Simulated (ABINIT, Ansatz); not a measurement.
# Na2LiScF6 (Fm-3m): G0W0 on several meshes in ABINIT

How does the mesh move the gap of Na2LiScF6 (Fm-3m)?

Program: ABINIT 10.8.3. Level of theory: PBEsol and many-body steps on it, plane waves. Results are calculated unless marked as measured.

Report form: the programs' logs are mostly left out.

## Step 1: Set-up

It takes space group Fm-3m (No. 225, cubic). Conventional cell: a = 8.035 Å, b = 8.035 Å, c = 8.035 Å, α = 90.00°, β = 90.00°, γ = 90.00°. Nearest to Na lie 12 F at 2.84 Å. Nearest to Li lie 6 F at 2.01 Å. Nearest to Sc lie 6 F at 2.01 Å. F has 1 Li at 2.01 Å and 1 Sc at 2.01 Å and 4 Na at 2.84 Å nearest. Farther neighbours and most contacts between anions are not listed.

The cell and positions are those that the Materials Project relaxed with its own functionals (PBE, PBE+U or r2SCAN), kept fixed.

## Step 2: Empty states on the mesh, 2×2×2 mesh, 271 bands

This step: ABINIT 10.8.3; DFT, PBEsol, plane waves, norm-conserving pseudopotentials.

The sums over transitions need many empty states on a uniform mesh; this step solves for them.

run.abi

```
acell 3*1.0 Angstrom
rprim 
  0.000000000000 4.017450000000 4.017450000000
  4.017450000000 0.000000000000 4.017450000000
  4.017450000000 4.017450000000 -0.000000000000
ntypat 4
znucl 11 3 21 9
natom 10
typat 1 1 2 3 4 4 4 4 4 4
xred 
  0.250000000000 0.250000000000 0.250000000000
  0.750000000000 0.750000000000 0.750000000000
  0.500000000000 0.500000000000 0.500000000000
  0.000000000000 -0.000000000000 0.000000000000
  0.250423000000 0.250423000000 0.749577000000
  0.250423000000 0.749577000000 0.749577000000
  0.749577000000 0.749577000000 0.250423000000
  0.250423000000 0.749577000000 0.250423000000
  0.749577000000 0.250423000000 0.749577000000
  0.749577000000 0.250423000000 0.250423000000
pp_dirpath "pseudos"
pseudos "Na.upf, Li.upf, Sc.upf, F.upf"
ecut 38
ngkpt 2 2 2
nshiftk 1
shiftk 0 0 0
kptopt 1
chksymbreak 0
iscf -2
irdden 1
istwfk *1
nband 271
nbdbuf 24
tolwfr 1e-09
nstep 60
prtvol 0
indata_prefix "in"
outdata_prefix "out"
tmpdata_prefix "tmp"
```

On the command line:

```
> OMP_NUM_THREADS=1 mpirun -n 4 abinit run.abi > log
```

Wall time 2.3 min (4 MPI ranks of Arm Neoverse V2, shared host); peak memory 0.5 GiB.

Numbers from this step:

```yaml
gap: 6.027 eV
k_of_the_valence_top: 0, 0, 0
k_of_the_conduction_bottom: 0, 0, 0
least_direct_gap: 6.027 eV
k_points_computed: 3
lowest_point_of_the_top_converged_band_above_the_valence_top: 77.3617 eV
```

On this mesh the gap is 6.027 eV.

The density comes from a self-consistent run that is not shown.

## Step 3: Screening, 2×2×2 mesh, 122 bands, screening to 114.3 eV

The RPA dielectric matrix is built and inverted for each q.

This step: RPA screening on PBEsol, plane waves, norm-conserving pseudopotentials.

Edit run.abi of step 2 so:

```diff
@@ -28,10 +28,11 @@
 chksymbreak 0
-iscf -2
-irdden 1
 istwfk *1
-nband 271
-nbdbuf 24
-tolwfr 1e-09
-nstep 60
-prtvol 0
+occopt 1
+irdwfk 1
+optdriver 3
+nband 122
+ecuteps 4.2
+inclvkb 2
+awtr 1
+symchi 1
 indata_prefix "in"
```

Wall time 33 s (4 MPI ranks); peak memory 1.6 GiB.

Numbers from this step:

```yaml
eps_infinity_with_local_fields_on_this_mesh_along_the_program_s_q_direction: 2.024
the_same_without_local_fields: 2.193
plasma_frequency: 28.05 eV
plane_waves_in_the_screening_matrix: 339
```

Local fields lower ε∞ by 8 %. On a Γ-centred mesh this coarse the value itself is usually too large, while a short band sum pulls it down.

## Step 4: 2×2×2

The self-energy is evaluated for the states that the input lists, and the levels follow from it, in one-shot runs by the linearised quasiparticle equation.

This step: G0W0 on PBEsol, plane waves, norm-conserving pseudopotentials.

Edit run.abi of step 3 so:

```diff
@@ -31,8 +31,15 @@
 irdwfk 1
-optdriver 3
+optdriver 4
 nband 122
+gwcalctyp 0
+ecutsigx 38
+symsigma 1
+nkptgw 1
+kptgw 
+  0.0000000000 0.0000000000 0.0000000000
+bdgw 
+  35 41
 ecuteps 4.2
-inclvkb 2
-awtr 1
-symchi 1
+irdscr 1
+ppmodel 1
 indata_prefix "in"
```

Run time: 7.2 s. Hardware: 4 MPI ranks; peak memory 1.1 GiB.

This step gave:

| Quantity | Value |
| --- | --- |
| G0W0 gap on the points computed | 9.444 eV |
| starting gap on the mesh | 6.027 eV |
| k of the valence top | 0, 0, 0 |
| k of the conduction bottom | 0, 0, 0 |
| Z at the valence top | 0.814 |
| Z at the conduction bottom | 0.901 |
| least direct G0W0 gap on the computed points | 9.444 eV |

The gap on the mesh goes from 6.03 eV to 9.44 eV, a correction of +3.42 eV.

## Step 5: Empty states on the mesh, 4×4×4 mesh, 134 bands

This step: DFT, PBEsol, plane waves, norm-conserving pseudopotentials.

Edit run.abi of step 4 so:

```diff
@@ -23,3 +23,3 @@
 ecut 38
-ngkpt 2 2 2
+ngkpt 4 4 4
 nshiftk 1
@@ -28,18 +28,10 @@
 chksymbreak 0
+iscf -2
+irdden 1
 istwfk *1
-occopt 1
-irdwfk 1
-optdriver 4
-nband 122
-gwcalctyp 0
-ecutsigx 38
-symsigma 1
-nkptgw 1
-kptgw 
-  0.0000000000 0.0000000000 0.0000000000
-bdgw 
-  35 41
-ecuteps 4.2
-irdscr 1
-ppmodel 1
+nband 134
+nbdbuf 12
+tolwfr 1e-09
+nstep 60
+prtvol 0
 indata_prefix "in"
```

It took 77 s on 4 MPI ranks; peak memory 0.57 GiB; 5.2 min of CPU time.

Numbers from this step:

- gap: 6.027 eV
- k of the valence top: 0, 0, 0
- k of the conduction bottom: 0, 0, 0
- least direct gap: 6.027 eV
- k points computed: 8
- lowest point of the top converged band, above the valence top: 41.23 eV

On this mesh the gap is 6.027 eV.

## Step 6: Screening, 4×4×4 mesh, 122 bands, screening to 114.3 eV

This step: RPA screening on PBEsol, plane waves, norm-conserving pseudopotentials.

Edit run.abi of step 5 so:

```diff
@@ -28,10 +28,11 @@
 chksymbreak 0
-iscf -2
-irdden 1
 istwfk *1
-nband 134
-nbdbuf 12
-tolwfr 1e-09
-nstep 60
-prtvol 0
+occopt 1
+irdwfk 1
+optdriver 3
+nband 122
+ecuteps 4.2
+inclvkb 2
+awtr 1
+symchi 1
 indata_prefix "in"
```

It took 3.2 min on 4 MPI ranks; peak memory 3 GiB.

This step gave:

```yaml
eps_infinity_with_local_fields_on_this_mesh_along_the_program_s_q_direction: 2.011
the_same_without_local_fields: 2.180
plasma_frequency: 28.05 eV
plane_waves_in_the_screening_matrix: 339
```

## Step 7: 4×4×4

This step: G0W0 on PBEsol, plane waves, norm-conserving pseudopotentials.

Edit run.abi of step 6 so:

```diff
@@ -31,8 +31,15 @@
 irdwfk 1
-optdriver 3
+optdriver 4
 nband 122
+gwcalctyp 0
+ecutsigx 38
+symsigma 1
+nkptgw 1
+kptgw 
+  0.0000000000 0.0000000000 0.0000000000
+bdgw 
+  35 41
 ecuteps 4.2
-inclvkb 2
-awtr 1
-symchi 1
+irdscr 1
+ppmodel 1
 indata_prefix "in"
```

Elapsed: 14 s, on 4 MPI ranks; peak memory 1.9 GiB.

This step gave:

| Property | Result |
| --- | --- |
| G0W0 gap on the points computed | 9.614 eV |
| starting gap on the mesh | 6.027 eV |
| k of the valence top | 0, 0, 0 |
| k of the conduction bottom | 0, 0, 0 |
| Z at the valence top | 0.809 |
| Z at the conduction bottom | 0.898 |
| least direct G0W0 gap on the computed points | 9.614 eV |

Against G0W0 in ABINIT (2×2×2 mesh, 122 bands, screening to 114.3 eV, Godby-Needs plasmon pole), the gap moves by +0.170 eV.

## Step 8: Side by side

Times are wall times on 4 MPI ranks of Arm Neoverse V2, shared host, good to a factor of about two. A run's time includes the screening step that it read.

```tsv
run	mesh	bands	screening cutoff (eV)	DFT gap (eV)	gap on the mesh (eV)	direct (eV)	ε∞ used	time
2×2×2	2×2×2	122	114.3	6.027	9.444	9.444	2.02	41 s
4×4×4	4×4×4	122	114.3	6.027	9.614	9.614	2.01	3.4 min
```

## Step 9: Outcome

```json
{
 "2×2×2": "9.444 eV",
 "4×4×4": "9.614 eV",
 "known limits": "not at the basis limit; coarse k mesh"
}
```

What this shows: 4×4×4: +0.170 eV against 2×2×2. Bands and cutoff are finite, so the gap is not at the basis limit. The miss can reach some tenths of an eV and take either sign; the mesh is an error of its own. In the G0W0 runs levels were corrected at 1 k point alone, so a gap called «on the mesh» is the least over those, and an edge elsewhere would be missed. The 2×2×2 mesh is coarse for this cell, which bears on the long-range parts of exchange and screening.

[Paths, hosts, dates, memory and timing lines, banners, echoed tables and standing remarks are left out of the program output.]

[Logs are printed without paths, hosts, clocks, repeated set-up lines and the standing remarks that a program may print on its own settings, such as how far it seeks lower states.]

[Runs of the session that timed out or met a known fault of the program may be left out.]

[Hosts, paths, dates, database ids (printed as entryN), source tags and the programs' standing remarks are cut or masked in the printed files.]

[G0W0 gaps are taken among the corrected bands and points alone; a level outside them can change the order at an edge.]

[Where Ansatz stands beside ABINIT at settings called matched, ABINIT's density can come from a denser mesh and the files from another edition; pairs whose starting gaps differed by over 0.03 eV were left out, so agreement reads better than it is.]
